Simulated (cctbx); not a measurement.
# Diagnosing a refinement

Cell a = 5.5690 Å, b = 13.1870 Å, c = 7.2040 Å, α = 90.00°, β = 104.83°, γ = 90.00°; space group P2_1/c (no. 14).

Simulated single-crystal data (cctbx): Mo Kα, λ = 0.71073 Å, to d = 0.6 Å, 50 % of the full sphere, strongest reflection 40000 counts, noise from counting, a 3 % proportional error and a noise floor of 2 counts (s.d.); no absorption.

An anisotropic refinement with weights 1/σ² prints:

```text
Rint 0.026, 2291 unique reflections to 0.60 A
cycle     R1     wR2    GooF  max shift (A)
   1  0.2584  0.5802  13.850   0.04859
   3  0.2157  0.4902  11.703   0.00009
final R1 0.2157 wR2 0.4902 GooF 11.703  parameters 45  data/parameter 50.9
atom        x        y        z      Ueq    occ   su(xyz)  su(Uiso or U11)
Eu1    0.31994  0.91826  0.73773   0.0100  1.000  0.00021  0.0006
Cu1    0.26790  0.20968  0.57711   0.0077  1.000  0.00048  0.0011
S1     0.19500  0.45608  0.85277   0.0179  1.000  0.00139  0.0027
S2     0.28445  0.13079  0.88550   0.0248  1.000  0.00190  0.0041
P1     0.13254  0.90155  0.16168   0.0212  1.000  0.00151  0.0031
difference map: max 81.72 min -7.02 rms 2.97
Q1    0.2585  0.7114  0.8904    4   85.76  2.20 A from P1
Q2    0.3205  0.5829  0.2399    4   60.88  0.02 A from Eu1
Q3    0.2718  0.2111  0.5834    4   25.30  0.05 A from Cu1
Q4    0.2701  0.1207  0.8906    4   16.80  0.16 A from S2
Q5    0.2260  0.0429  0.3712    4   11.58  0.19 A from S1
Q6    0.1044  0.5950  0.6727    4    9.38  0.20 A from P1
```

Q: Accept it or mend it, and why?

Mend it. The fault: an atom left out, S at (0.7415, 0.2113, 0.6101). Against the right model at the same level, R1 goes from 0.0160 to 0.2157 and GooF from 0.93 to 11.70, U of Cu1 shrinks from 0.0121 to 0.0077 Å², U of Eu1 shrinks from 0.0145 to 0.0100 Å² and the top difference peak, 85.8 e/Å³, lies 2.20 Å from P1. Q1 is the missing atom. With scattering power missing, scale and phases suffer, so peaks may also grow on the heavy atoms.

The compound is EuCuPS3. The right model at the same level gives:

```text
Rint 0.026, 2291 unique reflections to 0.60 A
cycle     R1     wR2    GooF  max shift (A)
   1  0.0918  0.2423   5.795   0.00657
   2  0.0160  0.0389   0.930   0.00001
final R1 0.0160 wR2 0.0389 GooF 0.930  parameters 54  data/parameter 42.4
atom        x        y        z      Ueq    occ   su(xyz)  su(Uiso or U11)
Eu1    0.32001  0.91810  0.73789   0.0145  1.000  0.00002  0.0000
Cu1    0.26871  0.20981  0.57823   0.0121  1.000  0.00004  0.0001
S1     0.19635  0.45687  0.85356   0.0219  1.000  0.00011  0.0002
S2     0.74149  0.21131  0.61005   0.0141  1.000  0.00009  0.0002
S3     0.28129  0.12749  0.88707   0.0265  1.000  0.00013  0.0003
P1     0.13112  0.90119  0.16322   0.0257  1.000  0.00013  0.0003
difference map: max 0.62 min -0.65 rms 0.16
Q1    0.4377  0.7418  0.0381    4    0.66  1.32 A from S2
Q2    0.5193  0.0307  0.7442    4    0.61  1.85 A from Eu1
Q3    0.4594  0.1268  0.5973    4    0.58  1.51 A from Cu1
Q4    0.4703  0.5761  0.8383    4    0.58  2.01 A from P1
Q5    0.1613  0.5236  0.1867    4    0.56  1.16 A from Eu1
Q6    0.1121  0.6039  0.5904    4    0.54  0.51 A from P1
```

The model is made up (kin elements in a known structure type, no relaxation), so it says nothing on whether the phase exists.

[Middle refinement cycles are left out of these outputs.]

[Logs are printed without paths, hosts, clocks, repeated set-up lines and the standing remarks that a program may print on its own settings, such as how far it seeks lower states.]
